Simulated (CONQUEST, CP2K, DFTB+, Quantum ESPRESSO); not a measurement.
**Graphene zigzag nanoribbon, H-capped, B on C sites (72 atoms): other programs against plane waves**

One geometry of graphene zigzag nanoribbon, H-capped, B on C sites (72 atoms) is solved by several programs and methods. How far do their forces lie from a plane-wave PBE run?

Results are calculated, not measured.

### Step 1. The structure

The cell holds 72 atoms (57 C, 7 B and 8 H), with edges of 9.84, 27.80 and 10.00 Å. Recipe: graphene (a = 2.46 Å), rectangular cell with x along the zigzag direction; strip nominally 18 Å wide, 4 periods, edges capped with H, 10 Å of vacuum, 7 of 64 C replaced by B at random; not relaxed, displaced by a Gaussian of 0.02 Å. Then every atom was moved at random, 0.02 Å r.m.s. a Cartesian component (hydrogen 0.6 of that).

### Step 2. The reference input

Quantum ESPRESSO 7.5: Kohn-Sham DFT, PBE, SSSP efficiency 1.3.0 pseudopotentials, plane waves. Its input, pw.in:

```
&control
  calculation = 'scf'
  pseudo_dir = './pseudo'
  outdir = './tmp'
  disk_io = 'none'
  tprnfor = .true.
/
&system
  ibrav = 0
  nat = 72
  ntyp = 3
  ecutwfc = 45
  ecutrho = 360
  nosym = .true.
  occupations = 'smearing'
  smearing = 'fd'
  degauss = 0.003675
/
&electrons
  conv_thr = 3.6e-07
  electron_maxstep = 100
  mixing_beta = 0.2
  mixing_mode = 'local-TF'
  diagonalization = 'david'
/
ATOMIC_SPECIES
C 12.011 C.upf
B 10.810 B.upf
H 1.008 H.upf
CELL_PARAMETERS angstrom
9.84000 0.00000 0.00000
0.00000 27.80310 0.00000
0.00000 0.00000 10.00000
ATOMIC_POSITIONS crystal
C 0.99682 0.24586 0.49900
C 0.12412 0.22017 0.49892
C 0.12305 0.32107 0.49858
C 0.99836 0.29604 0.50255
[... 66 atom lines left out ...]
H 0.87229 0.17836 0.50161
H 0.87392 0.81981 0.50047
K_POINTS gamma
```

```console
$ OMP_NUM_THREADS=1 mpirun -np 4 pw.x -in pw.in > output.txt
```

Run time: 6.6 min. Hardware: 4 MPI ranks of Arm Neoverse N1, shared host; peak memory 4.5 GiB; 26 min of CPU time.

It converged with an r.m.s. force component of 2.0 eV/Å.

### Step 3. What was run beside it

- CONQUEST 1.3: pseudo-atomic orbitals (double zeta with polarisation, or contracted to multi-site or on-site support functions) with norm-conserving potentials on an integration grid.
- CP2K 2026.2: Gaussian basis with GTH pseudopotentials and a plane-wave density; labels give functional, basis (MOLOPT sets; SR short-range, UZH the newer set with its own potentials), grid cutoff/relative cutoff and solver (OT: orbital transformation; TRS4, TC2, SIGN: linear-scaling purification with its sparsity filter), or its built-in tight binding.
- DFTB+ 25.1: tight binding, with Slater–Koster sets (DFTB) or xTB through its tblite library.

All use the same cell and atoms, and the electronic-structure runs the same k-mesh.

### Step 4. Side by side

Differences are against the reference: forces as r.m.s. over components, share as that over the reference's r.m.s. force, slope as the fitted ratio of a run's forces to the reference's.

```csv
run,"Δ force, r.m.s. (meV/Å)",share (%),slope,cores,CPU time,memory (GiB)
reference,-,-,-,4,26 min,4.5
"CONQUEST PBE, grid 60 Ha (coarse)",185,9.34,1.068,1,3.5 min,2.7
"CONQUEST PBE, grid 80 Ha",183,9.27,1.067,2,4.9 min,3.9
"CONQUEST PBE, grid 80 Ha, multi-site 10 bohr",184,9.30,1.068,2,7.4 min,4.2
"CONQUEST PBEsol, grid 80 Ha",208,10.5,1.071,2,4.3 min,4.0
"CP2K PBE, DZVP-MOLOPT (SR for B), 450/50 Ry, diagonalisation",62.6,3.17,1.009,2,17 min,4.0
"CP2K PBE, DZVP-MOLOPT-SR, 450/50 Ry, diagonalisation",83.5,4.23,1.006,2,4.9 min,4.0
"CP2K r2SCAN, SCAN potentials, DZVP-UZH(SCAN), 600/50 Ry, diagonalisation",148,7.48,1.026,1,11 min,6.7
DFTB+ GFN1-xTB,338,17.1,0.977,1,0.99 s,0.17
```

Rows marked coarse were listed beforehand as settings not expected to be converged; some can still land near the reference.

Runs without a result: CP2K PBE+rVV10L, DZVP-MOLOPT-SR, 450/50 Ry, diagonalisation (cut off at its time limit).

CPU time is summed over cores on shared hosts, of unlike kinds, so it is rough.

### Step 5. What came out

Forces lie from 3.2 % (CP2K PBE, DZVP-MOLOPT (SR for B), 450/50 Ry, diagonalisation) to 17 % (DFTB+ GFN1-xTB) of the reference's r.m.s. force of 2.0 eV/Å away from it. The PBE runs in local orbitals, coarse settings apart, differ by 3.2 % (CP2K PBE, DZVP-MOLOPT (SR for B), 450/50 Ry, diagonalisation) to 9.3 % (CONQUEST PBE, grid 80 Ha, multi-site 10 bohr); basis, grid and potentials can all enter. Tight binding differs by 17 % (DFTB+ GFN1-xTB); it is another model, with fitted parameters of its own, and the xTB methods hold dispersion. Rows with another functional or a dispersion term differ by 7.5 % (CP2K r2SCAN, SCAN potentials, DZVP-UZH(SCAN), 600/50 Ry, diagonalisation) to 11 % (CONQUEST PBEsol, grid 80 Ha), which mixes the change of model with differences of basis and potentials, some of them made for another functional.

Runs with settings chosen to be coarse differ by 9.3 % (CONQUEST PBE, grid 60 Ha), their programs' other errors included. From CONQUEST PBE, grid 60 Ha to the finer CONQUEST PBE, grid 80 Ha the share goes from 9.34 to 9.27 %, so the grid isn't what parts these runs from the reference.

**Limits.** Periodic xTB results under one method name differ between programs and library versions (DFTB+ here holds tblite 0.3). With short bonds to hydrogen, sets of potentials differ among themselves by several per cent in forces even at converged cutoffs, so the reference isn't exact here either. The electron count is odd in these runs, and they have no spin polarisation, so the unpaired electron is spread evenly over both spins. The runs have no spin polarisation, so any moments at edges, vacancies or dangling bonds can't form. The electron count is odd and the run has no spin polarisation, so levels at the top are partly filled by construction. The electronic-structure runs sample only Γ, in a cell whose periodic width is 10 Å, which is coarse for a cell with partly filled levels. The reference's 45/360 Ry lie under the cutoffs that SSSP recommends for H (60/480 Ry). Where levels are smeared, the DFT runs use Fermi–Dirac occupations at 580 K (0.05 eV), and energies are free energies. The atoms were displaced at random, and shares hang on the size of the forces that this gives. The reference's cutoffs and mesh weren't converged further here.

[Logs are printed without paths, hosts, clocks, repeated set-up lines and the standing remarks that a program may print on its own settings, such as how far it seeks lower states.]

[Hosts, paths, dates, database ids (printed as entryN), source tags and the programs' standing remarks are cut or masked in the printed files.]

[Cells were taken only where this reference lay near another plane-wave run.]
